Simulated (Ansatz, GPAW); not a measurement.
# Work function of a 7-layer slab of Al(111) at several levels, part 3 of 3

Aim: the work function of both faces of a 7-layer slab of Al(111), and its spread over functionals and bases.

GPAW 26.7.0 and Ansatz 0.2.0; Ansatz plane waves; slab in vacuum with a dipole correction, relaxation (the session's first sound run).

So far, upper work function (eV): step 2 (relaxation, PBE) 4.02; step 7 (self-consistent run: xc = "LDA") 4.19; step 8 (OptPBE vdW: xc = "optPBE-vdW", GPAW, PAW setups, GPAW) 4.14; step 9 (real-space grid: mode = "fd", PBE, GPAW) 4.02; step 10 (atomic orbitals: mode = "lcao", PBE, GPAW) 3.95.

### 12. A second plane-wave code

A second program with its own datasets checks the number independently.

This step: Ansatz plane waves; slab in vacuum with a dipole correction (Ansatz 0.2.0).

input.yaml reads:

```yaml
crystal:
  lattice:
    - [2.8637824638, 0.0, 0.0]
    - [1.4318912319, 2.4801083646, 0.0]
    - [0.0, 0.0, 30.0296115413]
  atoms:
    - { symbol: Al, position: [0.0, 0.0, 0.2664037125] }
    - { symbol: Al, position: [0.3333333333, 0.3333333333, 0.3442691417] }
    - { symbol: Al, position: [0.6666666667, 0.6666666667, 0.4221345708] }
    - { symbol: Al, position: [0.0, 0.0, 0.4996089856] }
    - { symbol: Al, position: [0.3333333333, 0.3333333333, 0.577032125] }
    - { symbol: Al, position: [0.6666666667, 0.6666666667, 0.6536934673] }
    - { symbol: Al, position: [0.0, 0.0, 0.73177679] }
kpoints:
  mp_grid: { grid: [13, 13, 1] }
hamiltonian:
  xc: pbe
scf:
  occupations: { method: fermi_dirac, width: 0.1 }
efield:
  axis: 3
  dipole_correction: true
  ramp_width: 0.05
output:
  forces: true
  write_potential: true
  write_density: true
  volumetric_format: npy
```

Started as:

```sh
ansatz run input.yaml --threads 4 --pin off --max-ram 8192MiB --backend cpu --events-out ev --progress --plain --runs-dir out
```

Numbers of over 12 decimals in the logs are rounded to 6 here.

Output:

```text
[...]
Crystal: 7 atoms, lattice volume = 213.285 Å³
Basis set: ecut = 420 eV, 4169 PW (Γ), exchange–correlation on 40×40×432 points (8 copies of the dense FFT grid, shifted against one another)
Bands: 18, of which v1, the nominal top of the filled ones, is band 11 counted from 1 (10 counted from 0)
Symmetry: 6 space group operations
[...]
k-points: 21 of 169 (time reversal used)
[...]
SCF iter   1: F=—  HF=-3761.810959 eV  |F-HF|=—  |Δ(HF+E_count)|=         —  Δρ=1.20e-3  dr2=6.41e-2  ethr=1.77e-3  p=-0.000 e·Å  D=-1.68e-6 V/Å  ΔV_dip=0.00 eV  dr2_dipole=2.55e-6  V_vac-E_F(+/−)=3.98/3.98 eV  ⟨swp⟩=10.0  Hψ=2942  notcnv=0
[...]
SCF iter   6: F=-3761.809207 eV  HF=-3761.809207 eV  |F-HF|=4.37e-11  |Δ(HF+E_count)|=   1.59e-7  Δρ=1.49e-6  dr2=2.50e-8  ethr=4.76e-10  p=0.000 e·Å  D=2.44e-4 V/Å  ΔV_dip=-0.01 eV  dr2_dipole=5.64e-10  V_vac-E_F(+/−)=4.02/4.03 eV  ⟨swp⟩=16.2  Hψ=3298  notcnv=0
SCF 1 converged in 6 iterations: F = -3761.809207 eV  dr2 = 2.50e-8
[...]
SCF converged after 6 iterations
Free energy (F): -3761.809207 eV
[...]
Internal energy: -3761.702586 eV  (E = F + TS)
E sigma→0 (E₀):  -3761.755896 eV
Entropy (-TS):   -0.106621 eV (-15.232 meV/atom)
Fermi energy:    2.494579 eV
Dipole field:    D = 0.000213 V/Å  (p = 0.000251 e·Å, saw-weighted, corrected)
Work function:   Φ+ = 4.0193 eV   Φ− = 4.0257 eV
[...]
--- Forces (eV/Å), atoms counted from 1 ---
  atom   1  Al     0.00000000    -0.00000000    -0.02158895
  atom   2  Al    -0.00000000     0.00000000     0.11082552
  atom   3  Al     0.00000000     0.00000000    -0.08615690
  atom   4  Al     0.00000000     0.00000000    -0.00067639
  atom   5  Al    -0.00000000     0.00000000    -0.00336276
  atom   6  Al    -0.00000000     0.00000000     0.00223707
  atom   7  Al    -0.00000000     0.00000000    -0.00127312
  max |Σ_I F_I| component: 4.47e-6 eV/Å
--- Band table (eV; the first three rows and the last of 21) ---
  k-point 0: bands = [... 7 lower, -1.3055, 0.5311, 2.3800, 4.1668, 5.5954, 6.2303, 7.1688, 7.2597, ... 3 higher]
  k-point 1: bands = [... 7 lower, -1.1726, 0.6642, 2.5109, 4.2959, 5.7276, 6.3698, 7.2990, 7.3950, ... 3 higher]
  k-point 2: bands = [... 7 lower, -0.7743, 1.0609, 2.8979, 4.6695, 6.1011, 6.7753, 7.5849, 7.7733, ... 3 higher]
  k-point 20: bands = [... 7 lower, 0.3028, 0.7809, 0.8039, 0.8676, 1.4607, 1.7726, 2.1635, 2.9550, ... 3 higher]
```

Run time: 2.8 s. Hardware: 4 threads of Arm Neoverse V1, shared host; peak memory 0.46 GiB; 10 s of CPU time.

The column dr2 measures how far the density is from self-consistency, as an energy; F and HF (Harris–Foulkes) agree once it is small.

Numbers from this step:

* upper work function: 4.019 eV
* lower work function: 4.026 eV
* dipole along the normal: 2.51e-4 e·Å
* dipole field: 2.13e-4 V/Å
* vacuum level above: 6.514 eV
* vacuum level below: 6.520 eV

The electrostatic potential energy of an electron (with the applied field's), less the Fermi level, planar mean oscillates, so the rows of the table below give means over windows of 2.36 Å about each position, cut where the curve ends. Its maxima inside the range that stand out by 2 % of the span (Å: eV): 9.2: -0.466, 11.5: -0.443, 13.9: -0.597, 16.1: -0.561, 18.5: -0.631, 20.9: -0.476. Its minima: 8.1: -7.26, 10.3: -7.39, 12.7: -7.34, 15.0: -7.33, 17.4: -7.34, 19.6: -7.39, 22.0: -7.27.

The electrostatic potential energy of an electron (with the applied field's), less the Fermi level, planar mean by z; means over each step:

| z (Å) | electrostatic potential energy of an electron (with the applied field's), less the Fermi level, planar mean (eV) |
| --- | --- |
| 1.18 | 4.03 |
| 3.54 | 4.02 |
| 5.90 | 3.15 |
| 8.26 | -4.49 |
| 10.62 | -4.56 |
| 12.98 | -4.57 |
| 15.34 | -4.59 |
| 17.70 | -4.64 |
| 20.06 | -4.57 |
| 22.42 | -3.59 |
| 24.78 | 3.86 |
| 27.14 | 4.02 |
| 29.50 | 4.02 |

The valence density, planar mean by z:

z (Å), valence density, planar mean (e/Å³) and a bar:
```
        3      0.000 
        4      0.000 
        5      0.001 
        6      0.012 ##
        7      0.105 #################
        8      0.184 #############################
        9      0.177 ############################
       10      0.181 #############################
       11      0.184 ##############################
       12      0.182 #############################
       13      0.183 #############################
       14      0.179 #############################
       15      0.181 #############################
       16      0.179 #############################
       17      0.182 #############################
       18      0.186 ##############################
       19      0.187 ##############################
       20      0.181 #############################
       21      0.176 ############################
       22      0.184 #############################
       23      0.101 ################
       24      0.012 ##
       25      0.001 
       26      0.000 
       27      0.000
```

Force by atom:

| atom | x (eV/Å) | y (eV/Å) | z (eV/Å) | size |
| --- | --- | --- | --- | --- |
| Al1 | 0.000 | 0.000 | -0.022 | 0.022 |
| Al2 | 0.000 | 0.000 | 0.111 | 0.111 |
| Al3 | 0.000 | 0.000 | -0.086 | 0.086 |
| Al4 | 0.000 | 0.000 | -0.001 | 0.001 |
| Al5 | 0.000 | 0.000 | -0.003 | 0.003 |
| Al6 | 0.000 | 0.000 | 0.002 | 0.002 |
| Al7 | 0.000 | 0.000 | -0.001 | 0.001 |

The upper face's work function is 4.019 eV, against 4.021 eV in the first plane-wave PBE run at this geometry.

### 13. Side by side

Results and costs are gathered.

This step: comparison of work functions, dipole and cost (GPAW 26.7.0).

Ladder, by row:

| step | code | work function, upper (eV) | work function, lower (eV) | dipole (e Å) | wall time (s) | peak memory (GiB) | threads |
| --- | --- | --- | --- | --- | --- | --- | --- |
| pw | GPAW | 4.021 | 4.028 | 2.38e-4 | 176 | 0.21 | 1 |
| RPBE | GPAW | 3.947 | 3.954 | 2.37e-4 | 126.4 | 0.2 | 1 |
| revPBE | GPAW | 3.947 | 3.954 | 2.40e-4 | 129.7 | 0.2 | 1 |
| vdW-DF2 | GPAW | 4.185 | 4.192 | 2.26e-4 | 100.4 | 0.35 | 1 |
| LDA | GPAW | 4.189 | 4.196 | 2.34e-4 | 99.82 | 0.21 | 1 |
| optPBE-vdW | GPAW | 4.144 | 4.151 | 2.47e-4 | 127.7 | 0.35 | 1 |
| fd | GPAW | 4.021 | 4.028 | 2.82e-4 | 220.8 | 0.44 | 1 |
| lcao | GPAW | 3.95 | 3.958 | 3.13e-4 | 737.3 | 0.29 | 1 |
| ansatz | Ansatz | 4.019 | 4.026 | 2.51e-4 | 2.78 | 0.458 | 4 |

### 14. Outcome

```json
{
  "work function, upper and lower face": "4.021 and 4.028 eV",
  "dipole along the normal": "2.4e-4 e Å"
}
```

In words: With plane waves and PBE the work function is 4.02 eV on the upper face and 4.03 eV on the lower. The measured value for this face is 4.32 eV (as compiled in "Properties of real metallic surfaces: Effects of density functional semilocality and van der Waals nonlocality", 2017, arxiv:1702.08515); the relaxed upper face lies 0.30 eV under it with PBE, and LDA comes nearest (4.19 eV). Measured work functions scatter by a tenth of an eV or more between methods. Over the sound runs of the table the upper face's work function spans 3.947 (RPBE) to 4.189 eV (LDA). The two plane-wave codes differ by 0.0018 eV on the upper face. The small printed dipole stands for a step of -6.1 meV from the lower to the upper face, and the probes find -7.3 meV; values this small are near the numerical noise of both. The in-plane lattice was kept as typed, which isn't the functional's own and leaves some strain; spin-orbit coupling and temperature are left out.

[Logs are printed without paths, hosts, clocks, repeated set-up lines and the standing remarks that a program may print on its own settings, such as how far it seeks lower states.]

[Hosts, paths, dates, database ids (printed as entryN), source tags and the programs' standing remarks are cut or masked in the printed files.]
